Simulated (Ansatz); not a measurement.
## SiTe2 (model cell, started as fluorite): following an unstable mode

Wanted: the energy along a soft mode of SiTe2 (model cell, started as fluorite) and the structure at the end.

Method: DFT PBEsol, scalar-relativistic, plane waves, PAW, in Ansatz 0.2.0.

This is a report of a sequence of runs, with most program output left out.

The structure was built from a prototype and need not be the compound's stable phase.

## Step 1: The starting structure

It takes space group Fm-3m (No. 225, cubic). Conventional cell: a = 6.835 Å, b = 6.835 Å, c = 6.835 Å, α = 90.00°, β = 90.00°, γ = 90.00°. Nearest to Si lie 8 Te at 2.96 Å. Te has 4 Si at 2.96 Å nearest. Farther neighbours and most contacts between anions are not listed.

As a file:

```cif
data_structure
_symmetry_space_group_name_H-M 'P 1'
_symmetry_Int_Tables_number 1
_cell_length_a 4.8334
_cell_length_b 4.8334
_cell_length_c 4.8334
_cell_angle_alpha 60.000
_cell_angle_beta 60.000
_cell_angle_gamma 60.000
_cell_volume 79.84
loop_
_atom_site_label
_atom_site_type_symbol
_atom_site_fract_x
_atom_site_fract_y
_atom_site_fract_z
_atom_site_occupancy
Si1 Si 0.00000 0.00000 0.00000 1
Te2 Te 0.25000 0.25000 0.25000 1
Te3 Te 0.75000 0.75000 0.75000 1
```

## Step 2: Phonons on a q mesh

The cell comes from relaxations at this level that are not shown. Stability and thermal properties need the whole zone. Linear response on a 4×4×4 q mesh gives force constants as far as a supercell of that size would.

Contents of input.yaml:

```yaml
crystal:
  lattice:
    - [0.0, 3.417725295, 3.417725295]
    - [3.417725295, 0.0, 3.417725295]
    - [3.417725295, 3.417725295, 0.0]
  atoms:
    - { symbol: Si, position: [0.0, 0.0, 0.0] }
    - { symbol: Te, position: [0.25, 0.25, 0.25] }
    - { symbol: Te, position: [0.75, 0.75, 0.75] }
kpoints:
  mp_grid: { grid: [12, 12, 12] }
hamiltonian:
  xc: pbesol
scf:
  occupations: { method: methfessel_paxton, width: 0.15 }
output:
  eigenvalues: true
phonons:
  method: dfpt
  qmesh: [4, 4, 4]
  temperatures: { t_max: 1000, t_step: 50 }
  qpath:
    path:
      - [[0.0, 0.0, 0.0], [0.5, 0.0, 0.5], [0.625, 0.25, 0.625]]
      - [[0.375, 0.375, 0.75], [0.0, 0.0, 0.0], [0.5, 0.5, 0.5], [0.5, 0.25, 0.75], [0.5, 0.0, 0.5]]
    npoints: 10
```

The run is started by

```console
$ ansatz run input.yaml --threads 4 --pin off --max-ram 7168MiB --backend cpu --events-out ev --progress --plain --runs-dir out
```

Elapsed: 19 min, on 4 threads of Arm Neoverse V2, shared host; peak memory 4.6 GiB.

Numbers from this step:

| Item | Value |
| --- | --- |
| volume per atom | 26.61 Å³ |
| gap on the k-mesh | 0 eV |
| sum-rule residual before enforcement | 3.12e-5 eV/Å² |
| lowest frequency on the path | -85.35 cm⁻¹ |
| point group | m-3m |
| highest frequency on the path or at a solved wavevector | 115.8 cm⁻¹ |
| highest optical mode at the zone centre (no LO-TO term) | 111.1 cm⁻¹ |
| lowest optical zone-centre mode | 83.42 cm⁻¹ |
| lowest mode on the q mesh (acoustic modes at Γ apart) | -85.35 cm⁻¹ |

Frequencies (cm⁻¹) solved at each irreducible wavevector; negative means imaginary. Frequencies by wavevector, by row:

```csv
q in reciprocal lattice units,star,mode 1,mode 2,mode 3,mode 4,mode 5,mode 6,mode 7,mode 8,mode 9
0 0 0,1,0,0,0,83.4,83.4,83.4,111.1,111.1,111.1
0 0 0.25,8,-27,-27,35.7,59.2,81.9,81.9,108.9,108.9,110.3
0 0 -0.5,4,-58.1,-17.9,-17.9,33,66.5,66.5,100.2,100.2,115.3
0 0.25 0.25,6,-6.5,-6.5,36.1,39.7,66.9,66.9,90.3,110.4,110.4
0 0.25 -0.5,24,-71.2,-32.5,21.7,45.6,51.9,87.1,103.3,106.3,115.8
0 0.25 -0.25,12,-44.6,-27.6,-18.4,-13.8,61.8,77.1,104.7,107.9,112.7
0 -0.5 -0.5,3,-85.3,-35.1,-35.1,39.1,39.1,95.2,95.2,95.2,99.3
0.25 -0.5 -0.25,6,-73.2,-44.3,-44.3,29.8,35.2,87.7,99,99,100.8
```

Interpolated from a 4×4×4 q mesh. Phonon branches along the path, in cm⁻¹:

```csv
point,branch 1,branch 2,branch 3,branch 4,branch 5,branch 6,branch 7,branch 8,branch 9
Γ,0,0,0,83,83,83,111,111,111
halfway,-6,-6,36,40,67,67,90,110,110
X,-85,-35,-35,39,39,95,95,95,99
halfway,-84,-30,-23,12,37,95,95,98,108
U,-78,-31,-14,25,35,96,97,98,115
jump to K,-78,-31,-14,25,35,96,97,98,115
halfway,-33,-19,-13,49,68,77,105,110,113
Γ,0,0,0,83,83,83,111,111,111
halfway,-27,-27,36,59,82,82,109,109,110
L,-58,-18,-18,33,66,66,100,100,115
halfway,-69,-38,10,48,53,85,101,110,111
W,-73,-44,-44,30,35,88,99,99,101
halfway,-81,-39,-28,-11,45,93,94,100,108
X,-85,-35,-35,39,39,95,95,95,99
```

Symmetry leaves 8 wavevectors to solve. The lowest mode among them, the acoustic zeros apart, lies at q = (0, -0.5, -0.5) and is imaginary, 85.3i cm⁻¹, so the energy falls along it.

## Step 3: The mode frozen in, largest atomic shift 0 Å

The mode followed lies at q = (0.25, -0.5, -0.25) with frequency 73.2i cm⁻¹, one of the unstable modes though not the softest. At small amplitude the distorted cell has space group no. 142 by a symmetry search on the positions. The undistorted cell that holds it gives the zero of energy on the same k mesh.

System of this step: SiTe2 (model cell, started as fluorite). It takes space group Fm-3m (No. 225, cubic). Conventional cell: a = 6.835 Å, b = 6.835 Å, c = 6.835 Å, α = 90.00°, β = 90.00°, γ = 90.00°. Si has 8 Te at 2.96 Å nearest. Nearest to Te lie 4 Si at 2.96 Å. Farther neighbours and most contacts between anions are not listed.

Contents of input.yaml:

```yaml
crystal:
  lattice:
    - [0.0, 0.0, -6.83545059]
    - [6.83545059, 0.0, 0.0]
    - [3.417725295, -6.83545059, -3.417725295]
  atoms:
    - { symbol: Si, position: [0.5, 0.5, 0.0] }
    - { symbol: Si, position: [0.0, 0.0, 0.0] }
    - { symbol: Si, position: [0.25, 0.75, 0.5] }
    - { symbol: Si, position: [0.75, 0.25, 0.5] }
    - { symbol: Te, position: [0.625, 0.625, 0.25] }
    - { symbol: Te, position: [0.125, 0.125, 0.25] }
    - { symbol: Te, position: [0.375, 0.875, 0.75] }
    - { symbol: Te, position: [0.875, 0.375, 0.75] }
    - { symbol: Te, position: [0.375, 0.375, 0.75] }
    - { symbol: Te, position: [0.875, 0.875, 0.75] }
    - { symbol: Te, position: [0.125, 0.625, 0.25] }
    - { symbol: Te, position: [0.625, 0.125, 0.25] }
kpoints:
  mp_grid: { grid: [6, 6, 6] }
hamiltonian:
  xc: pbesol
scf:
  occupations: { method: methfessel_paxton, width: 0.15 }
output:
  forces: true
  stress: true
  eigenvalues: true
```

Elapsed: 9.2 s, on 4 threads; peak memory 1.3 GiB.

Numbers from this step:

- pressure: -0.02381 GPa
- energy from the undistorted cell: 0 meV/atom

The run ends at a pressure of -0.02 GPa.

## Step 4: The mode frozen in, largest atomic shift 0.6 Å

The atoms are moved along the unstable eigenvector, the largest shift by 0.6 Å, with the cell fixed.

Contents of input.yaml:

```yaml
crystal:
  lattice:
    - [0.0, 0.0, -6.83545059]
    - [6.83545059, 0.0, 0.0]
    - [3.417725295, -6.83545059, -3.417725295]
  atoms:
    - { symbol: Si, position: [0.5, 0.5, 0.0] }
    - { symbol: Si, position: [0.0, 0.0, 0.0] }
    - { symbol: Si, position: [0.25, 0.75, 0.5] }
    - { symbol: Si, position: [0.75, 0.25, 0.5] }
    - { symbol: Te, position: [0.625, 0.5372223192, 0.25] }
    - { symbol: Te, position: [0.125, 0.2127776808, 0.25] }
    - { symbol: Te, position: [0.4627776808, 0.875, 0.75] }
    - { symbol: Te, position: [0.7872223192, 0.375, 0.75] }
    - { symbol: Te, position: [0.2872223192, 0.375, 0.75] }
    - { symbol: Te, position: [0.9627776808, 0.875, 0.75] }
    - { symbol: Te, position: [0.125, 0.7127776808, 0.25] }
    - { symbol: Te, position: [0.625, 0.0372223192, 0.25] }
kpoints:
  mp_grid: { grid: [6, 6, 6] }
hamiltonian:
  xc: pbesol
scf:
  occupations: { method: methfessel_paxton, width: 0.15 }
output:
  forces: true
  stress: true
  eigenvalues: true
```

Elapsed: 9 s, on 4 threads; peak memory 1.3 GiB; 35 s of CPU time.

Numbers from this step:

- pressure: 1.905 GPa
- energy from the undistorted cell: -69.76 meV/atom

The energy, extrapolated to zero smearing, is -69.76 meV/atom against the undistorted cell.

The run ends at a pressure of 1.91 GPa, with forces up to 0.12 eV/Å.

## Step 5: Energy along the mode, all amplitudes (two of the runs are shown above)

An imaginary frequency means negative curvature, so the energy should fall and then rise again as anharmonic terms take over.

Numbers from this step:

```
depth at the lowest point sampled  : 69.76 meV/atom
largest atomic shift at that point : 0.6 Å
```

Table of energy from the parent by largest atomic shift:

```csv
largest atomic shift (Å),energy from the parent (meV/atom)
0.000,0
0.040,-1.22
0.080,-4.76
0.140,-13.4
0.220,-28.5
0.320,-48.9
0.450,-67.9
0.600,-69.8
```

Displacement at unit largest shift by atom:

```csv
atom,x (Å),y (Å),z (Å),size
Si1,0.00,0.00,0.00,0.00
Si2,0.00,0.00,0.00,0.00
Si3,0.00,0.00,0.00,0.00
Si4,0.00,0.00,0.00,0.00
Te5,-1.00,0.00,0.00,1.00
Te6,1.00,0.00,0.00,1.00
Te7,0.00,0.00,-1.00,1.00
Te8,0.00,0.00,1.00,1.00
Te9,0.00,0.00,1.00,1.00
Te10,0.00,0.00,-1.00,1.00
Te11,1.00,0.00,0.00,1.00
Te12,-1.00,0.00,0.00,1.00
```

The lowest of the steps tried is the last one, at 0.6 Å, 69.8 meV/atom below the parent; the bottom of the well need not coincide with a step.

## Step 6: Relaxing from the distorted cell

Starting from the lowest point found, all atoms and the cell are let go, so that strain and other modes of the same symmetry can join in.

Edit input.yaml of step 4 so:

```diff
@@ -28 +28,6 @@
   eigenvalues: true
+relax:
+  adjacent_minimum: "off"
+  f_tol: 0.002
+  max_steps: 120
+  cell: { stress_tol: 0.03 }
```

It took 1.8 min on 4 threads; peak memory 1.4 GiB.

Step by step:

```csv
step,energy less that of the first step (eV),largest force component (eV/Å),pressure (GPa),volume (Å³)
1,0.0000,0.1182,1.91,319.38
2,-0.1596,0.0336,-1.43,343.85
3,-0.3993,0.0842,-2.04,351.74
4,-0.4822,0.0900,-0.55,342.33
5,-0.5025,0.0119,-0.14,342.95
6,-0.5113,0.0206,0.08,339.37
7,-0.5126,0.0040,0.00,339.68
8,-0.5126,0.0003,0.01,339.77
9*,-0.5185,0.0003,0.02,339.77
```

Relaxation steps marked * repeat the geometry before them on a plane-wave basis chosen anew for their cell, so energy and pressure can jump there.

The run keeps the 16 symmetry operations that it works with, so distortions that break them were not tested.

```csv
"conventional cell, symmetrised",before,after,change
a (Å),6.835,7.367,+7.8 %
b (Å),6.835,7.367,+7.8 %
c (Å),13.671,12.520,-8.4 %
volume (Å³/atom),26.61,28.31,+6.4 %
```

The atoms that moved most (Å, as changes of fractional coordinates times the final cell):

```csv
atom,dx,dy,dz,length
Te10,0.000,0.000,0.020,0.020
Te6,-0.020,0.000,0.000,0.020
Te8,0.000,0.000,-0.020,0.020
Te7,0.000,0.000,0.020,0.020
Te9,0.000,0.000,-0.020,0.020
Te11,-0.020,0.000,0.000,0.020
Te5,0.020,0.000,0.000,0.020
Te12,0.020,0.000,0.000,0.020
```

Final coordinates:

```
Si Te
1.0
     0.00000    0.00000   -7.36724
     7.36724    0.00000    0.00000
     3.68362   -6.26005   -3.68362
Si Te
4 8
Direct
  0.50000 0.50000 0.00000
  0.00000 0.00000 0.00000
  0.25000 0.75000 0.50000
  0.75000 0.25000 0.50000
  0.62500 0.53994 0.25000
  0.12500 0.21006 0.25000
  0.46006 0.87500 0.75000
  0.78994 0.37500 0.75000
  0.28994 0.37500 0.75000
  0.96006 0.87500 0.75000
  0.12500 0.71006 0.25000
  0.62500 0.03994 0.25000
```

This step gave:

```
pressure        : 0.01722 GPa
volume per atom : 28.31 Å³
```

The distorted start has space group I4_1/acd; the relaxation ends in I4_1/acd.

## Step 7: The phases reached

The phases reached along the modes that were followed are set side by side.

Energies are those of the first relaxation, on the mesh of the frozen mode; space group, volume and gap are those of the last relaxation. Phases, by row:

```csv
mode frozen in,space group,energy from parent (meV/atom),volume (Å³/atom),gap on mesh (eV),lowest zone-centre optical mode (cm⁻¹),largest shift (Å)
parent,Fm-3m,0,26.61,0,–,–
"q = (0, -0.5, -0.5), 85i cm⁻¹",P4_2/nmc,-342.1,30.21,0,33.5,1.306
"q = (0.25, -0.5, -0.25), 73i cm⁻¹",I4_1/acd,-113,28.31,0,–,0.627
```

## Step 8: Outcome

```yaml
unstable_mode_of_the_parent: q = (0.25, -0.5, -0.25), 73i cm⁻¹
depth_at_the_lowest_point_sampled: 69.8 meV/atom
largest_atomic_shift_at_that_point: 0.6 Å
space_group_reached_within_0p01_a: I4_1/acd
energy_gained_over_the_parent_first_relaxation_on_the_mesh_of_the_frozen_mode: 113 meV/atom
volume_per_atom_phase_reached: 28.3 Å³
```

**Reading.** Along this mode the structure falls into I4_1/acd, 113 meV/atom below the parent. At the parent's cell the well is 69.76 meV/atom deep on the steps tried, with its lowest point at a shift of 0.6 Å. That is the last step tried, so the steps alone don't bracket the bottom of the well. Relaxing atoms and cell changes the gain by +43.24 meV/atom against the lowest step (energies at zero smearing). The modes of the phase reached were not computed on this path. Of the 2 patterns followed to their end from this parent, this one ends 229 meV/atom above the lowest, P4_2/nmc. Each path keeps the symmetry of its pattern, so a lower phase may lie along a pattern not tried. With no gap, or one that is small against the smearing, the frequencies hang on the k mesh and the smearing, most of all near Kohn anomalies. Spin-orbit coupling is left out, which can matter for the heavy elements here. The starting cell was built on a prototype and not taken from a measurement, so the phase need not exist.

[Logs are printed without paths, hosts, clocks, repeated set-up lines and the standing remarks that a program may print on its own settings, such as how far it seeks lower states.]

[Hosts, paths, dates, database ids (printed as entryN), source tags and the programs' standing remarks are cut or masked in the printed files.]
